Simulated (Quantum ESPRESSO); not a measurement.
TiB2 (P6/mmm), B K edge of atom 2, with 3 B at 1.75 Å (trigonal planar, site symmetry -6m2). Method: Quantum ESPRESSO XSpectra, LDA, excited-electron core hole (neutral cell), 18-atom cell with 5.2 Å between holes, 7×7×5 k points, dipole transitions, Lorentzian half width 0.3 eV up to 4 eV, rising linearly to 2.5 eV at 25 eV.

```
Ti B
1.0
     3.02920    0.00000    0.00000
    -1.51460    2.62336    0.00000
     0.00000    0.00000    3.22840
Ti B
1 2
Direct
  0.00000 0.00000 0.00000
  0.66667 0.33333 0.50000
  0.33333 0.66667 0.50000
```

Energy from the energy zero of the input (xe0, at the border of filled and empty states); a common scale on which the isotropic spectrum has a mean of 1 over the first 20 eV.

| E (eV) | curve 1 | curve 2 |
| --- | --- | --- |
| -2.0 | 0.04 | 0.04 |
| -1.5 | 0.05 | 0.05 |
| -1.0 | 0.08 | 0.06 |
| -0.5 | 0.12 | 0.11 |
| 0.0 | 0.31 | 0.27 |
| 0.5 | 0.54 | 0.48 |
| 1.0 | 0.79 | 0.71 |
| 1.5 | 0.88 | 0.96 |
| 2.0 | 0.85 | 1.01 |
| 2.5 | 1.01 | 1.07 |
| 3.0 | 1.36 | 0.85 |
| 3.5 | 1.77 | 0.59 |
| 4.0 | 2.62 | 0.49 |
| 4.5 | 2.57 | 0.38 |
| 5.0 | 2.25 | 0.41 |
| 5.5 | 2.29 | 0.60 |
| 6.0 | 1.58 | 0.89 |
| 6.5 | 1.10 | 1.14 |
| 7.0 | 0.81 | 1.39 |
| 7.5 | 0.66 | 1.62 |
| 8.0 | 0.59 | 1.81 |
| 8.5 | 0.58 | 1.86 |
| 9.0 | 0.60 | 1.84 |
| 9.5 | 0.63 | 1.73 |
| 10.0 | 0.67 | 1.58 |
| 10.5 | 0.67 | 1.43 |
| 11.0 | 0.68 | 1.35 |
| 11.5 | 0.72 | 1.31 |
| 12.0 | 0.76 | 1.26 |
| 12.5 | 0.80 | 1.20 |
| 13.0 | 0.86 | 1.15 |
| 13.5 | 0.90 | 1.11 |
| 14.0 | 0.92 | 1.07 |
| 14.5 | 0.92 | 1.04 |
| 15.0 | 0.88 | 1.04 |
| 15.5 | 0.81 | 1.04 |
| 16.0 | 0.74 | 1.05 |
| 16.5 | 0.66 | 1.03 |
| 17.0 | 0.59 | 0.97 |
| 17.5 | 0.53 | 0.87 |
| 18.0 | 0.48 | 0.76 |
| 18.5 | 0.45 | 0.65 |
| 19.0 | 0.43 | 0.56 |
| 19.5 | 0.43 | 0.49 |
| 20.0 | 0.44 | 0.45 |
| 20.5 | 0.46 | 0.42 |
| 21.0 | 0.50 | 0.40 |
| 21.5 | 0.54 | 0.39 |
| 22.0 | 0.58 | 0.39 |
| 22.5 | 0.62 | 0.40 |
| 23.0 | 0.65 | 0.41 |
| 23.5 | 0.67 | 0.43 |
| 24.0 | 0.68 | 0.45 |
| 24.5 | 0.69 | 0.48 |
| 25.0 | 0.69 | 0.51 |
| 25.5 | 0.69 | 0.53 |
| 26.0 | 0.69 | 0.56 |
| 26.5 | 0.68 | 0.58 |
| 27.0 | 0.68 | 0.61 |
| 27.5 | 0.67 | 0.62 |
| 28.0 | 0.66 | 0.63 |
| 28.5 | 0.65 | 0.63 |
| 29.0 | 0.65 | 0.62 |
| 29.5 | 0.65 | 0.61 |
| 30.0 | 0.65 | 0.59 |
| 30.5 | 0.66 | 0.58 |
| 31.0 | 0.67 | 0.57 |
| 31.5 | 0.67 | 0.55 |
| 32.0 | 0.68 | 0.53 |

**Question.** The curves are for the electric vector along different Cartesian axes of the cell as given, averaged over the symmetry-equivalent atoms. Which is which?

Curve 1: along z (c), main maxima 4.2 eV (2.87), 5.4 eV (2.33) and 14.2 eV (0.93). Curve 2: along x (⊥ c) (the other in-plane axis gives the same curve within 3 %), main maxima 2.4 eV (1.08) and 8.7 eV (1.86). A K edge sees empty p states on the absorber. Each direction probes the empty orbitals that point along it. The holes are only 5.2 Å apart, so the shape is probably not converged with cell size; no larger cell was run here. Lifetime broadening is put in by hand, and intensities beyond about 20 eV depend on it and on the partial waves; weight that the partial waves miss at high energy is lost.

[Banner, clock and machine lines of the logs are left out without a mark of their own.]

[Logs are printed without paths, hosts, clocks, repeated set-up lines and the standing remarks that a program may print on its own settings, such as how far it seeks lower states.]

[Hosts, paths, dates, database ids (printed as entryN), source tags and the programs' standing remarks are cut or masked in the printed files.]

[Lists of maxima count a maximum above −3 eV only where it reaches 4 % of the highest in the window and stands out from its surroundings by 2 % of it (1.5 % where it reaches 55 %); shoulders and weaker maxima are passed over, and of the rest the first, up to two pre-edge ones and the few strongest are named.]
